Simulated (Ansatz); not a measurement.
## From PBE to G0W0: Al2InN3 (Cmc2_1)

Aim: the quasiparticle gap of Al2InN3 (Cmc2_1), starting from PBE.

Program: Ansatz 0.2.0. Level of theory: PBE, then G0W0 on it, plane waves, PAW. Results are calculated unless marked as measured.

## (1) Starting point

Symmetry: Cmc2_1, No. 36, orthorhombic system. Conventional cell: a = 9.760 Å, b = 5.611 Å, c = 5.199 Å, α = 90.00°, β = 90.00°, γ = 90.00°. Nearest to Al lie 4 N at 1.89 to 1.90 Å. Nearest to In lie 4 N at 2.16 to 2.19 Å. Nearest to N lie 3 Al at 1.89 to 1.90 Å and 1 In at 2.16 Å. N has 2 Al at 1.89 Å and 2 In at 2.17 to 2.19 Å nearest. Farther neighbours and most contacts between anions are not listed.

The cell and positions are those that the Materials Project relaxed with its own functionals (PBE, PBE+U or r2SCAN), kept fixed.

## (2) Bands along the symmetry lines

Levels along a band path and on the mesh show where this functional puts the band edges.

This step: DFT, PBE, plane waves, PAW; PAW set soft_1.

Contents of input.yaml:

```yaml
crystal:
  lattice:
    - [4.8800190524, -2.8055151375, 0.0]
    - [4.8800190524, 2.8055151375, 0.0]
    - [0.0, 0.0, 5.1994618]
  atoms:
    - { symbol: Al, position: [0.00854286, 0.33490025, 0.99162672] }
    - { symbol: Al, position: [0.66509975, 0.99145714, 0.99162672] }
    - { symbol: Al, position: [0.99145714, 0.66509975, 0.49162672] }
    - { symbol: Al, position: [0.33490025, 0.00854286, 0.49162672] }
    - { symbol: In, position: [0.32191553, 0.67808447, 0.98638376] }
    - { symbol: In, position: [0.67808447, 0.32191553, 0.48638376] }
    - { symbol: "N", position: [0.03698256, 0.33358057, 0.35579997] }
    - { symbol: "N", position: [0.66641943, 0.96301744, 0.35579997] }
    - { symbol: "N", position: [0.96301744, 0.66641943, 0.85579997] }
    - { symbol: "N", position: [0.33358057, 0.03698256, 0.85579997] }
    - { symbol: "N", position: [0.29809134, 0.70190866, 0.40676283] }
    - { symbol: "N", position: [0.70190866, 0.29809134, 0.90676283] }
kpoints:
  mp_grid: { grid: [6, 6, 4] }
  band_path:
    path:
      - [[0.0, 0.0, 0.0], [0.5, 0.5, 0.0], [0.33262704, 0.66737296, 0.0]]
      - [[-0.33262704, 0.33262704, 0.0], [0.0, 0.0, 0.0], [0.0, 0.0, 0.5], [-0.33262704, 0.33262704, 0.5]]
      - [[0.33262704, 0.66737296, 0.5], [0.5, 0.5, 0.5], [0.5, 0.5, 0.0]]
      - [[0.0, 0.0, 0.0], [0.0, 0.5, 0.0], [0.0, 0.5, 0.5], [0.0, 0.0, 0.5], [0.5, 0.5, 0.5]]
    npoints: 10
hamiltonian:
  xc: pbe
  pseudopotentials: { kind: paw, azcp: { folder: soft_1 } }
scf:
  occupations: { method: fermi_dirac, width: 0.02 }
  n_extra_bands: 8
output:
  eigenvalues: true
  forces: true
  stress: true
  write_density: true
  write_potential: true
  elf: true
  volumetric_format: npy
```

Run with:

```bash
$ ansatz run input.yaml --threads 2 --pin off --max-ram 92160MiB --backend cuda --events-out ev --progress --plain --runs-dir out --devices 1 --max-vram 13GiB
```

Numbers of over 12 decimals in the logs are rounded to 6 here.

Log:

```text
scf.n_extra_bands = 8 over 34 filled bands (N_el = 68.0): the run solves 42 bands
GPUs: using 1 of 1 available (devices: 1).
Engine: ansatz 0.2.0, x86_64-unknown-linux-gnu
Pseudopotentials: kind: paw
Pseudopotential: Al, paw, valence charge 3, recommended cutoff 420 eV (normal), soft_1/Al.paw.azcp
Pseudopotential: In, paw, valence charge 13, recommended cutoff 420 eV (normal), soft_1/In.paw.azcp
Pseudopotential: N, paw, valence charge 5, recommended cutoff 420 eV (normal), soft_1/N.paw.azcp
Functional definition: PBE
  parameter kappa = 0.804
  parameter beta = 0.066725
  exchange = pbe_x(kappa = kappa, mu = beta*pi^2/3)
  correlation = pbe_c(beta = beta)
device memory: the entry about to start is reckoned to put 3.9 GiB on a device that reports 35.2 GiB free (of which the cap on the GPU budget leaves the run 13.0 GiB)
GPU FFT provider: cuFFT
GPU libraries: cuBLAS 13.8.2, cuFFT 12.4.0, cuSOLVER 12.3.4
Crystal: 12 atoms, lattice volume = 142.371 Å³
Basis set: ecut = 420 eV, 2793 PW (Γ), exchange–correlation on 80×80×72 points (8 copies of the dense FFT grid, shifted against one another)
Bands: 42, of which v1, the nominal top of the filled ones, is band 34 counted from 1 (33 counted from 0)
Symmetry: 4 space group operations
Space group: Cmc21 (ITA 36), of the structure as read, at distance tolerance 5.2e-5 Å
k-points: 39 of 144 (time reversal used)
Non-local potential: Al, projectors of the file, l = 0: 2, l = 1: 2, l = 2: 1
Non-local potential: In, projectors of the file, l = 0: 2, l = 1: 2, l = 2: 2, l = 3: 1
Non-local potential: N, projectors of the file, l = 0: 2, l = 1: 2, l = 2: 1
PAW form: soft (Blöchl's): semilocal exchange-correlation on the pseudo side does not see the compensation charge
PAW one-centre angular grid: Al, 110 points (default); XC on 64 Gauss nodes
PAW one-centre angular grid: In, 590 points (default); XC on 64 Gauss nodes
PAW one-centre angular grid: N, 110 points (default); XC on 64 Gauss nodes
Initial density: superposition of atomic densities (chi_scale 0.1, normalization cell, long waves kept (reshape's long-wave potential 0.07 eV rms))
Initial wavefunctions: pseudopotential atomic-orbital guess
GPU buffer pool allocated for 57600 grid points (all kernels)
GPU transforms: local potential and band sums: pruned to the plane-wave sphere, on 40×40×36
Functional: x = pbe(κ = 0.804, μ = 0.219515), c = pbe(β = 0.066725)
SCF iter   1: F=—  HF=-15666.433904 eV  |F-HF|=—  |Δ(HF+E_count)|=         —  Δρ=1.13e-1  dr2=2.20e1  ethr=3.10e-3  ⟨swp⟩=7.4  Hψ=6898  notcnv=0
preconditioner: auto → Resta (q_TF=auto, 2.412 Å⁻¹)  ε∞=4.3  [insulator: Δε(μ)=3.270 eV  Ē_g=14.068 eV  σ=0.020 eV  W_gap=1.00  n_scr=26 (ndim 8)  ℏωp=25.7 eV  f_vac=0.000  D(μ)=0.00/eV (n_scr^D=0)  ε∞_Penn≈4.3]
SCF iter   2: F=—  HF=-15660.547983 eV  |F-HF|=—  |Δ(HF+E_count)|=    5.89e0  Δρ=4.27e-2  dr2=1.56e0  ethr=3.10e-3  ⟨swp⟩=3.2  Hψ=3756  notcnv=0  defer=78
SCF iter   3: F=—  HF=-15660.269135 eV  |F-HF|=—  |Δ(HF+E_count)|=   2.79e-1  Δρ=2.08e-2  dr2=4.17e-1  ethr=2.29e-3  ⟨swp⟩=2.0  Hψ=2157  notcnv=0  defer=78
SCF iter   4: F=—  HF=-15660.227934 eV  |F-HF|=—  |Δ(HF+E_count)|=   4.12e-2  Δρ=2.35e-3  dr2=8.59e-3  ethr=6.13e-4  ⟨swp⟩=2.0  Hψ=1794  notcnv=0  defer=78
SCF iter   5: F=—  HF=-15660.231797 eV  |F-HF|=—  |Δ(HF+E_count)|=   3.86e-3  Δρ=1.36e-3  dr2=2.46e-3  ethr=1.26e-5  ⟨swp⟩=2.1  Hψ=3069  notcnv=0  defer=78
SCF iter   6: F=—  HF=-15660.232536 eV  |F-HF|=—  |Δ(HF+E_count)|=   7.39e-4  Δρ=6.89e-4  dr2=6.93e-4  ethr=3.62e-6  ⟨swp⟩=2.0  Hψ=2983  notcnv=0  defer=78
SCF iter   7: F=—  HF=-15660.232445 eV  |F-HF|=—  |Δ(HF+E_count)|=   9.08e-5  Δρ=1.24e-4  dr2=2.40e-5  ethr=1.02e-6  ⟨swp⟩=2.0  Hψ=2192  notcnv=0  defer=78
SCF iter   8: F=—  HF=-15660.232466 eV  |F-HF|=—  |Δ(HF+E_count)|=   2.05e-5  Δρ=2.66e-5  dr2=1.03e-6  ethr=3.53e-8  ⟨swp⟩=2.2  Hψ=2695  notcnv=0  defer=78
SCF iter   9: F=-15660.232467 eV  HF=-15660.232466 eV  |F-HF|=1.01e-8  |Δ(HF+E_count)|=   6.60e-7  Δρ=3.14e-6  dr2=1.16e-8  ethr=1.47e-10  ⟨swp⟩=16.3  Hψ=12903  notcnv=0
SCF 1 converged in 9 iterations: F = -15660.232467 eV  dr2 = 1.16e-8
  greatest PAW one-centre occupation: 0.984 electrons in one spin orbital (limit 2), on the In atom at site 5 (counted from 0), in its partial waves of l = 2
device memory: the entry about to start is reckoned to put 1.8 GiB on a device that reports 35.2 GiB free (of which the cap on the GPU budget leaves the run 13.0 GiB)
NSCF: frozen V_eff on 114 k-points
SCF converged after 9 iterations
Free energy (F): -15660.232467 eV
Harris-Foulkes:  -15660.232466 eV  (|F-HF|=1.01e-8)
Internal energy: -15660.232467 eV  (E = F + TS)
E sigma→0 (E₀):  -15660.232467 eV
Fermi energy:    9.395537 eV
--- Per-component energies (eV) ---
  E_band       = 61.711663
  E_kinetic    = 1321.325457
  E_local      = -3472.801301  (includes V_loc(G=0)·N_el)
  E_nonlocal   = 905.673609
  E_hartree    = 1380.437440
  E_xc         = -798.736836
  E_vxc        = -754.978276  (∫ρ·V_xc dr)
  E_paw        = -11071.245134  (= ΣΔE_a)
  E_vpaw       = -698.388697  (= ΣTr[D̂ρ^β])
  E_aug_tail   = 0.005281  (compensation charges beyond the density's cutoff)
  E_ewald      = -3924.890984
  E_smearing   = -0.000000  (= −TS)
  E_closure    = -0.000000  (closes the sum)
  Σ components = -15660.232467   (vs F -15660.232467, Δ=0.00e0)
--- Forces (eV/Å), atoms counted from 1 ---
  atom   1  Al    -0.00134153     0.00785701     0.00304652
  atom   2  Al     0.00134153     0.00785701     0.00304652
  atom   3  Al     0.00134153    -0.00785701     0.00304652
  atom   4  Al    -0.00134153    -0.00785701     0.00304652
  atom   5  In     0.00000000     0.00559878     0.00671183
  atom   6  In     0.00000000    -0.00559878     0.00671183
  atom   7  N     -0.00080549     0.00547545    -0.00147551
  atom   8  N      0.00080549     0.00547545    -0.00147551
  atom   9  N      0.00080549    -0.00547545    -0.00147551
  atom  10  N     -0.00080549    -0.00547545    -0.00147551
  atom  11  N      0.00000000    -0.01129131    -0.00987405
  atom  12  N      0.00000000     0.01129131    -0.00987405
  max |Σ_I F_I| component: 4.04e-5 eV/Å
--- Stress (GPa, compression-positive) ---
        4.300285       0.000000       0.000000
        0.000000       4.335564       0.000000
        0.000000       0.000000       4.490232
  P = ⅓ Tr σ = 4.3754 GPa (43.754 kbar)
--- Band table (eV; the first three rows and the last of 39) ---
  k-point 0: bands = [... 30 lower, 7.6265, 8.1739, 8.1811, 8.2460, 10.5384, 12.7805, 13.5116, 13.8779, ... 4 higher]
  k-point 1: bands = [... 30 lower, 7.6928, 7.8019, 8.0637, 8.1100, 11.4284, 12.9158, 14.1790, 14.3991, ... 4 higher]
  k-point 2: bands = [... 30 lower, 7.8501, 7.8501, 8.1149, 8.1149, 12.6473, 12.6473, 15.0665, 15.0665, ... 4 higher]
  k-point 38: bands = [... 30 lower, 7.3306, 7.3306, 7.6331, 7.6331, 12.9714, 12.9714, 13.9124, 13.9124, ... 4 higher]
```

It took 7.1 s on 1 × NVIDIA H100 80GB HBM3 (shared by 6 runs) with 2 threads of AMD EPYC 7R13 (Zen 3), shared host; peak memory 1 GiB; 8.4 s of CPU time.

This step gave:

```
pressure             : 4.375 GPa
filled bands         : 34
gap                  : 2.292 eV
valence top at       : Γ
conduction bottom at : Γ
least direct gap     : 2.292 eV
```

Over mesh and path the gap is 2.292 eV, direct, at k = Γ. The pressure in this cell is 4 GPa; the cell is kept.

The electronic bands at the labelled points (eV, zero at the top of the highest nominally filled band):

```
     point  band 31  band 32  band 33  band 34  band 35  band 36  band 37  band 38
         Γ    -0.62    -0.07    -0.06     0.00     2.29     4.53     5.27     5.63
   halfway    -1.21    -0.70    -0.21    -0.13     3.23     4.80     5.88     6.21
         Y    -0.70    -0.54    -0.49    -0.34     4.11     4.85     5.50     6.16
   halfway    -0.62    -0.56    -0.50    -0.30     4.19     4.80     5.42     6.14
        F0    -0.74    -0.65    -0.35    -0.25     4.34     4.73     5.46     5.99
jump to Δ0    -0.74    -0.65    -0.35    -0.25     4.34     4.73     5.46     5.99
   halfway    -0.92    -0.89    -0.22    -0.19     3.50     5.09     5.71     5.98
         Γ    -0.62    -0.07    -0.06     0.00     2.29     4.53     5.27     5.63
   halfway    -0.55    -0.44    -0.18    -0.14     3.18     4.67     5.93     6.15
         Z    -0.40    -0.40    -0.13    -0.13     4.40     4.40     6.82     6.82
   halfway    -0.70    -0.70    -0.32    -0.32     4.67     4.67     6.02     6.02
        B0    -0.90    -0.90    -0.66    -0.66     4.62     4.62     5.54     5.54
jump to G0    -0.90    -0.90    -0.66    -0.66     4.62     4.62     5.54     5.54
   halfway    -0.90    -0.90    -0.62    -0.62     4.73     4.73     5.57     5.57
         T    -0.92    -0.92    -0.61    -0.61     4.73     4.73     5.67     5.67
   halfway    -0.91    -0.61    -0.55    -0.29     4.43     4.45     5.48     6.00
         Y    -0.70    -0.54    -0.49    -0.34     4.11     4.85     5.50     6.16
 jump to Γ    -0.62    -0.07    -0.06     0.00     2.29     4.53     5.27     5.63
   halfway    -1.10    -0.73    -0.23    -0.14     3.28     4.93     5.76     5.95
         S    -0.72    -0.60    -0.59    -0.28     4.36     4.61     5.79     5.95
   halfway    -0.89    -0.67    -0.44    -0.31     4.17     4.89     5.43     5.60
         R    -0.92    -0.92    -0.51    -0.51     4.57     4.57     5.62     5.62
   halfway    -0.64    -0.64    -0.25    -0.25     4.71     4.71     5.84     5.84
         Z    -0.40    -0.40    -0.13    -0.13     4.40     4.40     6.82     6.82
   halfway    -0.65    -0.65    -0.21    -0.21     4.83     4.83     5.60     5.60
         T    -0.92    -0.92    -0.61    -0.61     4.73     4.73     5.67     5.67
```

Valence density in the ac plane of the conventional cell at fractional y = 0.178, with atoms of Al and In and N within 0.2 Å of it. It is the smooth field of the valence electrons, not physical close to the nuclei.

Ten steps, logarithmic in the rise over the least value, from '0' (0.06 × 1e0 e/Å³) to '9' (8.95 × 1e0 e/Å³), each cell a mean:
```
543466542124677532135665434
333577742124777532236776433
123577642113566421135776422
012456531012344310024565310
011234310012454310012343210
221111111014787521011111122
432100122125899732121000233
543100223235899742232100245
543201233334687533332101245
432111223222344222332111233
221000112211111111221000112
211000011111111111111000012
332111111112233211111111123
543334321123565421123443234
```
Columns run along a (9.8 Å), rows up along c (5.2 Å), edges of the conventional cell, whose origin can differ from the input's. Atoms in or near the plane, at fractional coordinates: Al at (0.17, 0.49), Al at (0.83, 0.49), In at (0.50, 0.49), N at (0.19, 0.86), N at (0.81, 0.86), N at (0.50, 0.91).

ELF in the ac plane of the conventional cell at fractional y = 0.178, with atoms of Al and In and N within 0.2 Å of it. It is the smooth field of the valence electrons, not physical close to the nuclei.

Ten even steps from '_' (0.01) to '@' (0.85), each cell a mean:
```
::::--##%%%%@@@@++::**@@%%==**@@%%----%%@@@@%%%%**::::
::::++%%++==%%@@++::++@@%%==**@@##----%%@@**==####--::
..::**%%##**%%%%==..--##@@%%%%%%++::::##@@##**%%##--..
__..==%%@@@@@@##--....==++****++--....++%%@@@@@@**::..
....::**%%@@##==..__....::::::::..____::**%%@@##==....
++==--..::--::::......::......::::....::::----::::--==
%%%%**....__..====--::::______..::::====::__..__==%%%%
@@@@%%--____--####++::::______..::==**##++..__..**@@@@
@@@@%%--__..++####**--::::....::::++##%%**::__..**@@@@
%%##**--....==**##**==::::::::::--++####++::....==##%%
++==::..__..::==++++--..........::==++++--..__..::--++
::....______..::--::......::......::--::..______....::
::::..::------::....::==******++--....::------::....::
::::::++##%%%%**--..++%%@@%%@@@@**::..++##%%##**--::::
```
Columns run along a (9.8 Å), rows up along c (5.2 Å), edges of the conventional cell, whose origin can differ from the input's. Atoms in or near the plane, at fractional coordinates: Al at (0.17, 0.49), Al at (0.83, 0.49), In at (0.50, 0.49), N at (0.19, 0.86), N at (0.81, 0.86), N at (0.50, 0.91).

(Continued in part 2 of 3.)

[Paths, hosts, dates, memory and timing lines, banners, echoed tables and standing remarks are left out of the program output.]

[Logs are printed without paths, hosts, clocks, repeated set-up lines and the standing remarks that a program may print on its own settings, such as how far it seeks lower states.]

[Runs of the session that timed out or met a known fault of the program may be left out.]

[Cells called generated may have been cut or substituted from an entry of the Crystallography Open Database or the Materials Project.]

[Hosts, paths, dates, database ids (printed as entryN), source tags and the programs' standing remarks are cut or masked in the printed files.]

[Where an RPA ε∞ is given, it is that of the G0W0 mesh and is not shown converged in it. Names of k-points follow the symmetry that the program found, which can be lower than the space group named. Band edges on a path are those of the sampled points; other points can move an edge, and change direct to indirect where valleys lie close.]

[Hybrid gaps are those of their k-mesh and are not shown converged in it.]
